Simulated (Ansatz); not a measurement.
# The potential step between two gates: antimonene bilayer, AB

Two oppositely charged gates put a neutral stack in a displacement field D. The voltage between them is D/ε₀ times an electrical distance, shorter than the real one because the stack screens.

**Method.** Ansatz 0.2.0, plane waves with PAW datasets (its set soft_2), PBE-D3(BJ); isolated slab, charged sheets 5 Å from the outer atoms behind model barriers, atoms held. Voltages count from the uncharged case.

```tsv
run	D/ε₀ (V/nm)	step in an electron's potential, upper less lower gate (eV)
run 1	−1.810	−1.335
run 2	0.000	0.000
run 3	0.905	0.667
run 4	1.810	1.335
run 5	2.714	2.002
run 6	3.619	?
```

**Question.** What value belongs in the row marked “?”, and how far can the other rows tell?

A least-squares line through the 5 rows shown has slope 0.7376 and intercept −0.0001; no row lies more than 0.001 eV off it. The size of the slope, 0.738 nm, is the electrical distance; the sheets are 1.549 nm apart, and screening reaches beyond the outer atoms. At 3.619 it gives 0.7376 × 3.619 + (−0.0001) = 2.669 eV, beyond the rows fitted. Rounding and scatter of the rows alone allow about ±0.001 eV there.

The run itself gives 2.669 eV: a miss of 0.000 eV, or 0.0 % of the value. Screening stays linear to within 1 % over this range.

Caveats: The gates are model sheets, not atoms. Spin-orbit coupling is left out, which changes the bands of elements this heavy.

[Logs are printed without paths, hosts, clocks, repeated set-up lines and the standing remarks that a program may print on its own settings, such as how far it seeks lower states.]
